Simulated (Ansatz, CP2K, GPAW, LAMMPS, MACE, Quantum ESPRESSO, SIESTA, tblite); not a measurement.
# What went wrong? CP2K on Cu22Zr78 (at. %) with crystalline order left by the classical run (65 atoms)

Program: CP2K 2026.2, a calculation on a cell of 14 Cu and 51 Zr, 21.0 Å³ an atom.

input.inp

```
&GLOBAL
  PROJECT cell
  RUN_TYPE ENERGY_FORCE
  PRINT_LEVEL LOW
&END GLOBAL
&FORCE_EVAL
  METHOD QS
  STRESS_TENSOR ANALYTICAL
  &DFT
    BASIS_SET_FILE_NAME BASIS_MOLOPT
    POTENTIAL_FILE_NAME GTH_POTENTIALS
    &MGRID
      CUTOFF 800
      REL_CUTOFF 50
      NGRIDS 5
    &END MGRID
    &QS
      EPS_DEFAULT 1.0E-12
    &END QS
    &SCF
      SCF_GUESS ATOMIC
      EPS_SCF 1.0E-06
      MAX_SCF 60
      ADDED_MOS 54
      &DIAGONALIZATION
        ALGORITHM STANDARD
      &END DIAGONALIZATION
      &SMEAR ON
        METHOD FERMI_DIRAC
        ELECTRONIC_TEMPERATURE [K] 580
      &END SMEAR
      &MIXING
        METHOD BROYDEN_MIXING
        ALPHA 0.15
        NBROYDEN 8
      &END MIXING
      &PRINT
        &RESTART OFF
        &END RESTART
      &END PRINT
    &END SCF
    &XC
      &XC_FUNCTIONAL PBE
      &END XC_FUNCTIONAL
    &END XC
    &PRINT
      &MULLIKEN ON
      &END MULLIKEN
      &HIRSHFELD ON
        SHAPE_FUNCTION DENSITY
      &END HIRSHFELD
      &MO ON
        EIGENVALUES T
        OCCUPATION_NUMBERS T
        MO_INDEX_RANGE 372 395
        &EACH
          QS_SCF 0
        &END EACH
        ADD_LAST NUMERIC
      &END MO
    &END PRINT
  &END DFT
  &SUBSYS
    &CELL
      A 11.10125 0.00000 0.00000
      B 0.00000 11.10125 0.00000
      C 0.00000 0.00000 11.10125
    &END CELL
    &COORD
      SCALED
      Cu 0.67206 0.72032 0.06804
      Cu 0.76895 0.63071 0.74615
      Cu 0.60178 0.97438 0.48174
      Cu 0.66798 0.35542 0.16846
      Cu 0.08383 0.87727 0.23547
      Cu 0.58593 0.69643 0.84456
      Cu 0.77553 0.04979 0.05151
      Cu 0.03857 0.42355 0.96546
      Cu 0.92291 0.78086 0.62550
      Cu 0.37471 0.03571 0.53283
[... 51 atom lines left out ...]
      Zr 0.08904 0.44853 0.24818
      Zr 0.90040 0.27647 0.08532
      Zr 0.38192 0.56568 0.74841
      Zr 0.00703 0.18735 0.57619
    &END COORD
    &KIND Cu
      BASIS_SET cc-pVDZ
      POTENTIAL GTH-PBE-q11
    &END KIND
    &KIND Zr
      BASIS_SET DZVP-MOLOPT-SR-GTH-q12
      POTENTIAL GTH-PBE-q12
    &END KIND
  &END SUBSYS
  &PRINT
    &FORCES ON
    &END FORCES
    &STRESS_TENSOR ON
    &END STRESS_TENSOR
  &END PRINT
&END FORCE_EVAL
```

Command:

```console
$ OMP_NUM_THREADS=2 cp2k.psmp -i input.inp > output.txt
```

Log:

```text
CP2K| version string:                                       CP2K version 2026.2
 CP2K| Input file name                                                 input.inp
 GLOBAL| Basis set file name                                        BASIS_MOLOPT
 GLOBAL| Potential file name                                      GTH_POTENTIALS
 GLOBAL| Run type                                                   ENERGY_FORCE
 GLOBAL| Total number of message passing processes                             1
 GLOBAL| Number of threads for this process                                    2
 *   ___                                                                       *
 *  /   \                                                                      *
 * [ABORT]                                                                     *
 *  \___/  The requested basis set <cc-pVDZ> for element <Cu> was not found in *
 *    |                     the basis set files <BASIS_MOLOPT>                 *
 *  O/|                                                                        *
 * /| |                                                                        *
```

It took 0.68 s on 2 threads of Arm Neoverse V1, shared host; peak memory 0.14 GiB.

Banners, paths, timers and routine set-up lines are dropped from the logs unmarked, and long logs keep their key lines alone; longer cuts are marked.

**Question.** Which part of the input is at fault, and how is it mended?

A basis that the file lacks: basis cc-pVDZ for Cu. Mend: name a basis that the basis file holds for this element.

The program stopped at the start.

[Also dropped from logs without a mark: logging warnings of Python, and SIESTA's first energy breakdown and zero terms.]

[Logs are printed without paths, hosts, clocks, repeated set-up lines and the standing remarks that a program may print on its own settings, such as how far it seeks lower states.]

[Hosts, paths, dates, database ids (printed as entryN), source tags and the programs' standing remarks are cut or masked in the printed files.]
